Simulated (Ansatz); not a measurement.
# Is SiWAu in the AlB2 type a stable metal?

Question: is the lattice of SiWAu in the AlB2 type stable, and if so, what are its coupling constant and resistivity?

Program: Ansatz 0.2.0. Level of theory: DFT PBEsol, scalar-relativistic, plane waves, PAW; PAW set soft_1. Results are calculated unless marked as measured.

The structure was built from a prototype and need not be the compound's stable phase.

## 1. The starting structure

Symmetry: P-6m2, No. 187, hexagonal system. The conventional cell has a = 3.871 Å, b = 3.871 Å, c = 4.065 Å, α = 90.00°, β = 90.00°, γ = 120.00°. Nearest to W lie 6 Au at 3.02 Å and 6 Si at 3.02 Å. Si has 3 Au at 2.24 Å and 6 W at 3.02 Å nearest. Au has 3 Si at 2.24 Å and 6 W at 3.02 Å nearest. Farther neighbours are not listed.

Coordinates:

```cif
data_structure
_symmetry_space_group_name_H-M 'P-6m2'
_symmetry_Int_Tables_number 187
_cell_length_a 3.8713
_cell_length_b 3.8713
_cell_length_c 4.0648
_cell_angle_alpha 90.000
_cell_angle_beta 90.000
_cell_angle_gamma 120.000
_cell_volume 52.76
loop_
_atom_site_label
_atom_site_type_symbol
_atom_site_symmetry_multiplicity
_atom_site_Wyckoff_symbol
_atom_site_fract_x
_atom_site_fract_y
_atom_site_fract_z
_atom_site_occupancy
W1 W 1 a 0.00000 0.00000 0.00000 1
Si1 Si 1 d 0.33333 0.66667 0.50000 1
Au1 Au 1 f 0.66667 0.33333 0.50000 1
```

## 2. Relaxing cell and atoms

The structure is brought to rest under this functional.

input.yaml reads:

```yaml
crystal:
  lattice:
    - [3.87126, 0.0, 0.0]
    - [-1.93563, 3.35261, 0.0]
    - [0.0, 0.0, 4.06482]
  atoms:
    - { symbol: W, position: [0.0, 0.0, 0.0] }
    - { symbol: Si, position: [0.33333333, 0.66666667, 0.5] }
    - { symbol: Au, position: [0.66666667, 0.33333333, 0.5] }
kpoints:
  mp_grid: { grid: [9, 9, 8] }
hamiltonian:
  xc: pbesol
  pseudopotentials: { kind: paw, azcp: { folder: soft_1 }, xc_functional: pbe }
scf:
  occupations: { method: gaussian, width: 0.1 }
output:
  forces: true
  stress: true
  eigenvalues: true
relax:
  adjacent_minimum: "off"
  f_tol: 0.005
  max_steps: 80
  cell: { stress_tol: 0.05 }
```

Started as:

```
> ansatz run input.yaml --threads 4 --pin off --max-ram 12288MiB --backend cpu --events-out ev --progress --plain --runs-dir out
```

Numbers of over 12 decimals in the logs are rounded to 6 here.

Output:

```text
Engine: ansatz 0.2.0, x86_64-unknown-linux-gnu
Pseudopotentials: kind: paw
Pseudopotential: W, paw, valence charge 14, recommended cutoff 420 eV (normal), soft_1/W.paw.azcp
Pseudopotential: Si, paw, valence charge 4, recommended cutoff 420 eV (normal), soft_1/Si.paw.azcp
Pseudopotential: Au, paw, valence charge 19, recommended cutoff 420 eV (normal), soft_1/Au.paw.azcp
Functional definition: PBEsol
  exchange = pbesol_x
  correlation = pbesol_c
Crystal: 3 atoms, lattice volume = 52.757 Å³
Basis set: ecut = 420 eV, 1033 PW (Γ), exchange–correlation on 54×54×60 points (8 copies of the dense FFT grid, shifted against one another)
Bands: 23, of which v1, the nominal top of the filled ones, is band 19 counted from 1 (18 counted from 0)
Symmetry: 12 space group operations
Space group: P-6m2 (ITA 187), of the structure as read, at distance tolerance 3.8e-5 Å
k-points: 60 of 648 (time reversal used)
Non-local potential: W, projectors of the file, l = 0: 3, l = 1: 2, l = 2: 2, l = 3: 1
Non-local potential: Si, projectors of the file, l = 0: 2, l = 1: 2, l = 2: 1
Non-local potential: Au, projectors of the file, l = 0: 3, l = 1: 2, l = 2: 2, l = 3: 1
PAW form: soft (Blöchl's): semilocal exchange-correlation on the pseudo side does not see the compensation charge
PAW frozen core: W, regenerated for the run's functional, and the local potential with it (the file was generated under x = pbe(κ = 0.804, μ = 0.219515), c = pbe(β = 0.066725))
PAW frozen core: Si, regenerated for the run's functional, and the local potential with it (the file was generated under x = pbe(κ = 0.804, μ = 0.219515), c = pbe(β = 0.066725))
PAW frozen core: Au, regenerated for the run's functional, and the local potential with it (the file was generated under x = pbe(κ = 0.804, μ = 0.219515), c = pbe(β = 0.066725))
PAW one-centre angular grid: W, 590 points (default); XC on 64 Gauss nodes
PAW one-centre angular grid: Si, 110 points (default); XC on 64 Gauss nodes
PAW one-centre angular grid: Au, 590 points (default); XC on 64 Gauss nodes
Initial density: superposition of atomic densities (chi_scale 0.1, normalization cell, long waves kept (reshape's long-wave potential 0.00 eV rms))
Initial wavefunctions: pseudopotential atomic-orbital guess
Functional: x = pbesol(κ = 0.804, μ = 0.123457), c = pbesol(β = 0.046)
SCF iter   1: F=—  HF=-23888.093070 eV  |F-HF|=—  |Δ(HF+E_count)|=         —  Δρ=1.40e-1  dr2=1.56e1  ethr=3.10e-3  ⟨swp⟩=5.7  Hψ=6158  notcnv=0
preconditioner: auto → Kerker (q_TF=auto, 2.572 Å⁻¹)  [metal: Δε(μ)=0.010 eV  Ē_g=6.553 eV  σ=0.100 eV  W_gap=0.06  n_scr=20 (ndim 8)  ℏωp=23.4 eV  f_vac=0.000  D(μ)=7.04/eV (n_scr^D=96)]
SCF iter   2: F=—  HF=-23885.790564 eV  |F-HF|=—  |Δ(HF+E_count)|=    2.30e0  Δρ=6.40e-2  dr2=3.46e0  ethr=3.10e-3  ⟨swp⟩=2.2  Hψ=3164  notcnv=0
SCF iter   3: F=—  HF=-23885.063515 eV  |F-HF|=—  |Δ(HF+E_count)|=   7.27e-1  Δρ=1.42e-2  dr2=2.09e-1  ethr=3.10e-3  ⟨swp⟩=2.3  Hψ=2406  notcnv=0
SCF iter   4: F=—  HF=-23885.013470 eV  |F-HF|=—  |Δ(HF+E_count)|=   5.00e-2  Δρ=2.84e-3  dr2=5.87e-3  ethr=5.64e-4  ⟨swp⟩=2.2  Hψ=2139  notcnv=0
SCF iter   5: F=—  HF=-23885.011610 eV  |F-HF|=—  |Δ(HF+E_count)|=   1.86e-3  Δρ=8.49e-4  dr2=4.75e-4  ethr=1.59e-5  ⟨swp⟩=1.9  Hψ=1983  notcnv=0
SCF iter   6: F=—  HF=-23885.011451 eV  |F-HF|=—  |Δ(HF+E_count)|=   1.59e-4  Δρ=2.43e-4  dr2=5.53e-5  ethr=1.28e-6  ⟨swp⟩=2.2  Hψ=1974  notcnv=0
SCF iter   7: F=—  HF=-23885.011451 eV  |F-HF|=—  |Δ(HF+E_count)|=   2.30e-7  Δρ=5.32e-5  dr2=1.55e-6  ethr=1.49e-7  ⟨swp⟩=2.0  Hψ=1863  notcnv=0
SCF iter   8: F=-23885.011451 eV  HF=-23885.011451 eV  |F-HF|=6.67e-8  |Δ(HF+E_count)|=   2.03e-7  Δρ=1.15e-5  dr2=9.54e-8  ethr=2.70e-10  ⟨swp⟩=4.1  Hψ=6301  notcnv=0
SCF 1 converged in 8 iterations: F = -23885.011451 eV  dr2 = 9.54e-8
  greatest PAW one-centre occupation: 1.000 electrons in one spin orbital (limit 2), on the Au atom at site 2 (counted from 0), in its partial waves of l = 0
relax step   1: F+E_penalty+E_count = -23885.01145105 eV  Δ(F+E_penalty+E_count) = +0.000e0 eV  max|allowed force component| = 1.727e-16 eV/Å  Δτ_max = 0.0000 Å  P = -6.960 GPa  Ω = 52.757 Å³  (8 SCF iters, dr2 threshold 1.00e-7 eV, accepted)
Crystal: 3 atoms, lattice volume = 50.621 Å³
Basis set: ecut = 420 eV, 997 PW (Γ), exchange–correlation on 54×54×60 points (8 copies of the dense FFT grid, shifted against one another)
Initial density: handed on by an earlier stage of this run
Initial wavefunctions: those handed on with the density
iter 1 solved again at ethr=9.17e-5 eV; its pass at ethr=3.10e-3 eV (dr2=3.39e-2 eV) is discarded
SCF iter   1: F=—  HF=-23885.417498 eV  |F-HF|=—  |Δ(HF+E_count)|=         —  Δρ=6.41e-3  dr2=3.31e-2  ethr=9.17e-5  ⟨swp⟩=1.0  Hψ=7359  notcnv=0
preconditioner: auto → Kerker (q_TF=auto, 2.589 Å⁻¹)  [metal: Δε(μ)=0.021 eV  Ē_g=7.460 eV  σ=0.100 eV  W_gap=0.12  n_scr=20 (ndim 8)  ℏωp=23.9 eV  f_vac=0.000  D(μ)=3.61/eV (n_scr^D=28)]
SCF iter   2: F=—  HF=-23885.411607 eV  |F-HF|=—  |Δ(HF+E_count)|=   5.89e-3  Δρ=2.92e-3  dr2=4.03e-3  ethr=8.95e-5  ⟨swp⟩=2.1  Hψ=1694  notcnv=0
SCF iter   3: F=—  HF=-23885.410767 eV  |F-HF|=—  |Δ(HF+E_count)|=   8.40e-4  Δρ=1.19e-3  dr2=6.40e-4  ethr=1.09e-5  ⟨swp⟩=1.4  Hψ=1552  notcnv=0
SCF iter   4: F=—  HF=-23885.410616 eV  |F-HF|=—  |Δ(HF+E_count)|=   1.51e-4  Δρ=1.56e-4  dr2=1.34e-5  ethr=1.73e-6  ⟨swp⟩=2.4  Hψ=2211  notcnv=0
SCF iter   5: F=—  HF=-23885.410619 eV  |F-HF|=—  |Δ(HF+E_count)|=   2.53e-6  Δρ=4.55e-5  dr2=1.41e-6  ethr=3.63e-8  ⟨swp⟩=2.1  Hψ=1953  notcnv=0
SCF iter   6: F=-23885.410619 eV  HF=-23885.410619 eV  |F-HF|=4.47e-8  |Δ(HF+E_count)|=   3.51e-7  Δρ=1.24e-5  dr2=1.01e-7  ethr=8.11e-10  ⟨swp⟩=5.5  Hψ=5649  notcnv=0
SCF 2 converged in 6 iterations: F = -23885.410619 eV  dr2 = 1.01e-7
relax step   2: F+E_penalty+E_count = -23885.41061856 eV  Δ(F+E_penalty+E_count) = -3.992e-1 eV  max|allowed force component| = 1.172e-16 eV/Å  Δτ_max = 0.0000 Å  P = -3.349 GPa  Ω = 50.621 Å³  energy of the carried Pulay correction = +4.656e-4 eV  (6 SCF iters, dr2 threshold 3.00e-7 eV, accepted)
Crystal: 3 atoms, lattice volume = 49.617 Å³
Basis set: ecut = 420 eV, 961 PW (Γ), exchange–correlation on 54×54×60 points (8 copies of the dense FFT grid, shifted against one another)
iter 1 solved again at ethr=6.57e-5 eV; its pass at ethr=3.10e-3 eV (dr2=2.43e-2 eV) is discarded
SCF iter   1: F=—  HF=-23885.799297 eV  |F-HF|=—  |Δ(HF+E_count)|=         —  Δρ=6.04e-3  dr2=2.40e-2  ethr=6.57e-5  ⟨swp⟩=1.1  Hψ=7809  notcnv=0
[...]
relax step   6: F+E_penalty+E_count = -23886.56506418 eV  Δ(F+E_penalty+E_count) = -1.763e-1 eV  max|allowed force component| = 7.324e-17 eV/Å  Δτ_max = 0.0000 Å  P = +3.316 GPa  Ω = 45.272 Å³  energy of the carried Pulay correction = +1.672e-3 eV  (6 SCF iters, dr2 threshold 3.00e-7 eV, accepted)
relax step   7: F+E_penalty+E_count = -23886.88236135 eV  Δ(F+E_penalty+E_count) = -3.173e-1 eV  max|allowed force component| = 5.551e-17 eV/Å  Δτ_max = 0.0000 Å  P = +1.140 GPa  Ω = 44.974 Å³  energy of the carried Pulay correction = +1.712e-3 eV  (6 SCF iters, dr2 threshold 3.00e-7 eV, accepted)
relax step   8: F+E_penalty+E_count = -23886.93179853 eV  Δ(F+E_penalty+E_count) = -4.944e-2 eV  max|allowed force component| = 6.977e-17 eV/Å  Δτ_max = 0.0000 Å  P = +7.347 GPa  Ω = 43.903 Å³  energy of the carried Pulay correction = +1.964e-3 eV  (6 SCF iters, dr2 threshold 3.00e-7 eV, accepted)
relax step   9: F+E_penalty+E_count = -23886.97617935 eV  Δ(F+E_penalty+E_count) = -4.438e-2 eV  max|allowed force component| = 7.093e-17 eV/Å  Δτ_max = 0.0000 Å  P = -0.808 GPa  Ω = 45.242 Å³  energy of the carried Pulay correction = +1.617e-3 eV  (6 SCF iters, dr2 threshold 3.00e-7 eV, accepted)
relax step  10: F+E_penalty+E_count = -23886.97800627 eV  Δ(F+E_penalty+E_count) = -1.827e-3 eV  max|allowed force component| = 1.079e-16 eV/Å  Δτ_max = 0.0000 Å  P = -0.088 GPa  Ω = 45.117 Å³  energy of the carried Pulay correction = +1.648e-3 eV  (6 SCF iters, dr2 threshold 3.00e-7 eV, accepted)
relax step  11: F+E_penalty+E_count = -23886.97806630 eV  Δ(F+E_penalty+E_count) = -6.004e-5 eV  max|allowed force component| = 1.175e-16 eV/Å  Δτ_max = 0.0000 Å  P = -0.002 GPa  Ω = 45.105 Å³  energy of the carried Pulay correction = +1.650e-3 eV  (6 SCF iters, dr2 threshold 2.74e-7 eV, accepted)
relax step  12: F+E_penalty+E_count = -23886.98115742 eV  Δ(F+E_penalty+E_count) = -3.091e-3 eV  max|allowed force component| = 1.175e-16 eV/Å  Δτ_max = 0.0000 Å  P = +0.131 GPa  Ω = 45.105 Å³  stress off target by 2.17e-1 GPa  SCF on the basis re-selected at this cell (its energy is not comparable with the rows above)  (6 SCF iters)
relax step  13: F+E_penalty+E_count = -23886.98118989 eV  Δ(F+E_penalty+E_count) = -3.247e-5 eV  max|allowed force component| = 1.729e-16 eV/Å  Δτ_max = 0.0000 Å  P = +0.006 GPa  Ω = 45.133 Å³  energy of the carried Pulay correction = -8.718e-6 eV  (6 SCF iters, dr2 threshold 1.18e-7 eV, accepted)
iter 1 solved again at ethr=1.09e-7 eV; its pass at ethr=3.10e-3 eV (dr2=4.04e-5 eV) is discarded
SCF iter   1: F=—  HF=-23886.981200 eV  |F-HF|=—  |Δ(HF+E_count)|=         —  Δρ=2.89e-6  dr2=6.94e-10  ethr=1.09e-7  ⟨swp⟩=3.0  Hψ=9338  notcnv=0
eigensolver tolerance schedule: the retry pair's looser diagonalisation over-reported the residual by 58156.28 of it (diagonalisation noise at an unbounded share of the residual, at the tolerance the schedule requests for it); recorded, not acted on — ethr = c·dr2/N_el stays at c = 1.0e-1
preconditioner: auto → none  [metal: Δε(μ)=0.039 eV  Ē_g=7.807 eV  σ=0.100 eV  W_gap=0.21  n_scr=8 (ndim 8)  ℏωp=25.3 eV  f_vac=0.000  D(μ)=2.69/eV (n_scr^D=26)]
SCF iter   2: F=—  HF=-23886.981202 eV  |F-HF|=—  |Δ(HF+E_count)|=   1.76e-6  Δρ=1.34e-6  dr2=1.88e-10  ethr=1.88e-12  ⟨swp⟩=3.1  Hψ=3234  notcnv=0
iter 3 did not close the SCF: its close was put off for the readings that it lacked (scf_convergence_deferred on its scf_iter line)
SCF iter   3: F=-23886.981202 eV  HF=-23886.981202 eV  |F-HF|=2.18e-11  |Δ(HF+E_count)|=  4.73e-11  Δρ=5.94e-7  dr2=2.81e-11  ethr=1.00e-12  ⟨swp⟩=1.0  Hψ=1380  notcnv=0
iter 4 did not close the SCF: its close was put off for the readings that it lacked (scf_convergence_deferred on its scf_iter line)
SCF iter   4: F=-23886.981202 eV  HF=-23886.981202 eV  |F-HF|=3.64e-12  |Δ(HF+E_count)|=  3.27e-11  Δρ=6.09e-8  dr2=6.76e-13  ethr=1.00e-12  ⟨swp⟩=1.0  Hψ=1380  notcnv=0
iter 5 did not close the SCF: its close was put off for the readings that it lacked (scf_convergence_deferred on its scf_iter line)
SCF iter   5: F=-23886.981202 eV  HF=-23886.981202 eV  |F-HF|=3.64e-12  |Δ(HF+E_count)|=  3.64e-12  Δρ=1.67e-8  dr2=6.83e-14  ethr=1.00e-12  ⟨swp⟩=1.0  Hψ=1380  notcnv=0
iter 6 did not close the SCF: its close was put off for the readings that it lacked (scf_convergence_deferred on its scf_iter line)
SCF iter   6: F=-23886.981202 eV  HF=-23886.981202 eV  |F-HF|=0.00e0  |Δ(HF+E_count)|=  7.28e-12  Δρ=5.02e-9  dr2=7.78e-15  ethr=1.00e-12  ⟨swp⟩=1.0  Hψ=1380  notcnv=0
SCF iter   7: F=-23886.981202 eV  HF=-23886.981202 eV  |F-HF|=0.00e0  |Δ(HF+E_count)|=  7.28e-12  Δρ=1.70e-9  dr2=7.81e-16  ethr=1.00e-12  ⟨swp⟩=2.0  Hψ=3631  notcnv=0
SCF 14 converged in 7 iterations: F = -23886.981202 eV  dr2 = 7.81e-16
relax step  14: F+E_penalty+E_count = -23886.98120179 eV  Δ(F+E_penalty+E_count) = -1.190e-5 eV  max|allowed force component| = 1.752e-16 eV/Å  Δτ_max = 0.0000 Å  P = +0.006 GPa  Ω = 45.133 Å³  stress off target by 7.45e-3 GPa  SCF on the basis re-selected at this cell (its energy is not comparable with the rows above)  (7 SCF iters)
basis re-selected at this cell: Δ(F+E_penalty+E_count) = -1.190e-5 eV, ΔP = -0.000 GPa vs the last step (what re-selecting the basis moved, of the pressure what is left beyond the Pulay correction that the steps carried, after the strain that the cell walked since its last selection, with what the two solves' SCF thresholds leave and, on support functions, any second-order correction that the steps lacked; it is no m [...]
SCF converged after 7 iterations
Free energy (F): -23886.981202 eV
Harris-Foulkes:  -23886.981202 eV  (|F-HF|=0.00e0)
Internal energy: -23886.967766 eV  (E = F + TS)
E sigma→0 (E₀):  -23886.974484 eV
Entropy (-TS):   -0.013436 eV (-4.479 meV/atom)
Fermi energy:    19.627999 eV
--- Per-component energies (eV) ---
  E_band       = -325.991071
  E_kinetic    = 1043.975335
  E_local      = -2907.137467  (includes V_loc(G=0)·N_el)
  E_nonlocal   = 98.172774
  E_hartree    = 1271.636885
  E_xc         = -538.190528
  E_vxc        = -543.188703  (∫ρ·V_xc dr)
  E_paw        = -18537.465606  (= ΣΔE_a)
  E_vpaw       = -561.088582  (= ΣTr[D̂ρ^β])
  E_aug_tail   = 0.001804  (compensation charges beyond the density's cutoff)
  E_ewald      = -4318.523908
  E_core_change = 0.562945  (= ΣΔE_core)
  E_smearing   = -0.013436  (= −TS)
  E_closure    = 0.000000  (closes the sum)
  Σ components = -23886.981202   (vs F -23886.981202, Δ=0.00e0)
--- Forces (eV/Å), atoms counted from 1 ---
  atom   1  W      0.00000000    -0.00000000     0.00000000
  atom   2  Si    -0.00000000    -0.00000000     0.00000000
  atom   3  Au    -0.00000000    -0.00000000     0.00000000
  max |Σ_I F_I| component: 5.70e-16 eV/Å
--- Stress (GPa, compression-positive) ---
        0.007454       0.000000       0.000000
        0.000000       0.007454      -0.000000
        0.000000      -0.000000       0.004205
  P = ⅓ Tr σ = 0.0064 GPa (0.064 kbar)
--- Band table (eV; the first three rows and the last of 60) ---
  k-point 0: bands = [... 15 lower, 16.0281, 16.0281, 19.0834, 21.6378, 21.6378, 22.1866, 22.1866, 25.1297]
  k-point 1: bands = [... 15 lower, 16.6453, 16.6453, 19.3164, 20.3290, 20.3290, 22.9131, 23.6555, 23.6555]
  k-point 2: bands = [... 15 lower, 17.5559, 17.5587, 19.2315, 19.2315, 19.9419, 20.7977, 24.1065, 24.1065]
  k-point 59: bands = [... 15 lower, 17.4083, 17.6433, 17.6805, 20.6199, 20.7373, 21.2306, 21.8999, 22.5221]
--- Relaxed structure (12 steps of the walk, 12 accepted, 2 SCFs on fresh bases) ---
  F+E_penalty+E_count = -23886.98120179 eV   max|allowed force component| = 1.752e-16 eV/Å   (the final SCF, on the basis selected at the relaxed cell)
  cell:  # Å, volume = 45.1330 Å³
    - [4.354600, 2.6830744318795193e-17, 1.4256655875515776e-17]
    - [-2.177300, 3.771194, -7.128327937757882e-18]
    - [1.496947651535308e-17, 0, 2.748315]
  atoms:
    - { symbol: W, position: [0, 0, 0] }
    - { symbol: Si, position: [0.333333, 0.666667, 0.5] }
    - { symbol: Au, position: [0.666667, 0.333333, 0.5] }
```

Wall time 28 s (4 threads of Intel Xeon Platinum 8488C (Sapphire Rapids), shared host); peak memory 0.56 GiB; 1.8 min of CPU time.

Relaxation path:

```tsv
step	energy less that of the first step (eV)	largest force component (eV/Å)	pressure (GPa)	volume (Å³)
1	0.0000	0.0000	-6.96	52.76
2	-0.3992	0.0000	-3.35	50.62
3	-0.7829	0.0000	-3.95	49.62
4	-1.0923	0.0000	-0.15	47.71
5	-1.3773	0.0000	-1.45	46.97
6	-1.5536	0.0000	3.32	45.27
7	-1.8709	0.0000	1.14	44.97
8	-1.9203	0.0000	7.35	43.90
9	-1.9647	0.0000	-0.81	45.24
10	-1.9666	0.0000	-0.09	45.12
11	-1.9666	0.0000	0.00	45.10
12*	-1.9697	0.0000	0.13	45.10
13	-1.9697	0.0000	0.01	45.13
14*	-1.9698	0.0000	0.01	45.13
```

Relaxation steps marked * repeat the geometry before them on a plane-wave basis chosen anew for their cell, so energy and pressure can jump there.

The run keeps the 12 symmetry operations that it works with, so distortions that break them were not tested.

```tsv
cell as run	before	after	change
a (Å)	3.871	4.355	+12.5 %
b (Å)	3.871	4.355	+12.5 %
c (Å)	4.065	2.748	-32.4 %
volume (Å³/atom)	17.59	15.04	-14.5 %
```

Final coordinates:

```xyz
3
Lattice="4.3546 0.0000 0.0000 -2.1773 3.7712 0.0000 0.0000 0.0000 2.7483" Properties=species:S:1:pos:R:3 pbc="T T T"
W     0.0000    0.0000    0.0000
Si    0.0000    2.5141    1.3742
Au    2.1773    1.2571    1.3742
```

Numbers from this step:

| Quantity | Value |
| --- | --- |
| pressure | 0.006371 GPa |
| volume per atom | 15.04 Å³/atom |
| metallic on mesh | yes |
| gap on the k-mesh | 0 eV |

The largest force is now zero by symmetry and the largest stress component 0.0075 GPa.

## 3. Relaxing cell and atoms

The cell moved far, so the relaxation is started again from the new cell to confirm it.

input.yaml, the sections that differ from step 2:

```yaml
crystal:
  lattice:
    - [4.3546000065, 0.0, 0.0]
    - [-2.1773000032, 3.7711942289, 0.0]
    - [0.0, 0.0, 2.7483153593]
  atoms:
    - { symbol: W, position: [0.0, 0.0, 0.0] }
    - { symbol: Si, position: [0.3333333333, 0.6666666667, 0.5] }
    - { symbol: Au, position: [0.6666666667, 0.3333333333, 0.5] }
kpoints:
  mp_grid: { grid: [9, 9, 10] }
# hamiltonian, scf, output, relax: as in step 2
```

Output:

```text
[the first part of the log is left out]
  E_paw        = -18537.476742  (= ΣΔE_a)
  E_vpaw       = -561.111501  (= ΣTr[D̂ρ^β])
  E_aug_tail   = 0.001800  (compensation charges beyond the density's cutoff)
  E_ewald      = -4317.940401
  E_core_change = 0.562945  (= ΣΔE_core)
  E_smearing   = -0.015262  (= −TS)
  E_closure    = -0.000000  (closes the sum)
  Σ components = -23886.977041   (vs F -23886.977041, Δ=0.00e0)
[...]
--- Stress (GPa, compression-positive) ---
       -0.000377      -0.000000       0.000000
       -0.000000      -0.000377       0.000000
        0.000000       0.000000       0.000186
  P = ⅓ Tr σ = -0.0002 GPa (-0.002 kbar)
--- Band table (eV; the first three rows and the last of 72) ---
[...]
--- Relaxed structure (4 steps of the walk, 3 accepted, 1 SCFs on fresh bases) ---
[...]
cell:  # Å, volume = 45.1330 Å³
    - [4.357674, -2.8887872398589285e-11, 0.0]
    - [-2.178837, 3.773857, 0.0]
    - [0.0, 0.0, 2.744442]
  atoms:
    - { symbol: W, position: [0, 0, 0.0] }
    - { symbol: Si, position: [0.333333, 0.666667, 0.5] }
    - { symbol: Au, position: [0.666667, 0.333333, 0.5] }
```

The job ended after 11 s (4 threads; peak memory 0.54 GiB).

Step by step:

```tsv
step	energy less that of the first step (eV)	largest force component (eV/Å)	pressure (GPa)	volume (Å³)
1	0.0000	0.0000	-0.04	45.13
2	-0.0001	0.0000	0.19	45.10
3	0.0000	0.0000	-0.18	45.17
4	-0.0001	0.0000	0.00	45.13
5	-0.0001	0.0000	0.00	45.13
```

The log counts 1 steps on a newly chosen plane-wave basis, not all of them marked here; energy and pressure can jump at such steps. Relaxation step 3 was tried and not accepted.

```tsv
conventional cell, symmetrised	before	after	change
a (Å)	4.355	4.358	+0.1 %
b (Å)	4.355	4.358	+0.1 %
c (Å)	2.748	2.744	-0.1 %
volume (Å³/atom)	15.04	15.04	+0.0 %
```

The relaxed structure:

```cif
data_structure
_symmetry_space_group_name_H-M 'P 1'
_symmetry_Int_Tables_number 1
_cell_length_a 4.3577
_cell_length_b 4.3577
_cell_length_c 2.7444
_cell_angle_alpha 90.000
_cell_angle_beta 90.000
_cell_angle_gamma 120.000
_cell_volume 45.13
loop_
_atom_site_label
_atom_site_type_symbol
_atom_site_fract_x
_atom_site_fract_y
_atom_site_fract_z
_atom_site_occupancy
W1 W 0.00000 0.00000 0.00000 1
Si2 Si 0.33333 0.66667 0.50000 1
Au3 Au 0.66667 0.33333 0.50000 1
```

Numbers from this step:

```yaml
pressure: -1.89e-4 GPa
```

The largest force is now zero by symmetry and the largest stress component 3.8e-4 GPa.

(Part 1 of 3 ends here.)

[Logs are printed without paths, hosts, clocks, repeated set-up lines and the standing remarks that a program may print on its own settings, such as how far it seeks lower states.]

[Hosts, paths, dates, database ids (printed as entryN), source tags and the programs' standing remarks are cut or masked in the printed files.]
